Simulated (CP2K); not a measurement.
Two runs for the C K edge of allene. Run A: CP2K XAS_TDP, all-electron GAPW, PBEh(45%), aug-cc-pVTZ, TDA, no relativity. Run B differs in one setting.

First lines with a strength over 0.0015. A:

| atom | energy (eV) | states | strength, one atom |
| --- | --- | --- | --- |
| C1 (bonded to C and 2 H), 2 alike | 281.15 | 1 | 0.0477 |
|  | 282.98 | 1 | 0.0041 |
|  | 283.78 | 1 | 0.0033 |
|  | 284.89 | 2 | 0.0150 |
|  | 285.16 | 1 | 0.0057 |
| C2 (bonded to 2 C) | 281.38 | 2 | 0.1197 |
|  | 287.93 | 2 | 0.0029 |
|  | 288.11 | 1 | 0.0027 |
|  | 288.46 | 2 | 0.0061 |
|  | 290.97 | 2 | 0.0118 |

B:

| atom | energy (eV) | states | strength, one atom |
| --- | --- | --- | --- |
| C1 (bonded to C and 2 H), 2 alike | 281.57 | 1 | 0.0464 |
|  | 283.52 | 1 | 0.0040 |
|  | 285.92 | 1 | 0.0127 |
|  | 287.53 | 1 | 0.0543 |
|  | 288.48 | 1 | 0.0078 |
| C2 (bonded to 2 C) | 281.76 | 2 | 0.1134 |
|  | 290.15 | 2 | 0.0088 |
|  | 292.79 | 1 | 0.0325 |
|  | 297.13 | 2 | 0.1305 |
|  | 301.33 | 2 | 0.0387 |

Q: Which was it: scalar relativity switched on, the basis, GW2X switched on, the functional?

The basis (basis from aug-cc-pVTZ to 6-31G*; the lines alone don't name the new value). A basis moves diffuse and continuum lines far more than the leading valence line. Against PBEh(45%) in aug-cc-pVTZ, the leading lines move by +0.42 eV (C1, to 281.57) and +0.38 eV (C2, to 281.76). The next line of C1 over the strength cut lies 1.95 eV higher, against 1.83.

[Hosts, paths, dates, database ids (printed as entryN), source tags and the programs' standing remarks are cut or masked in the printed files.]
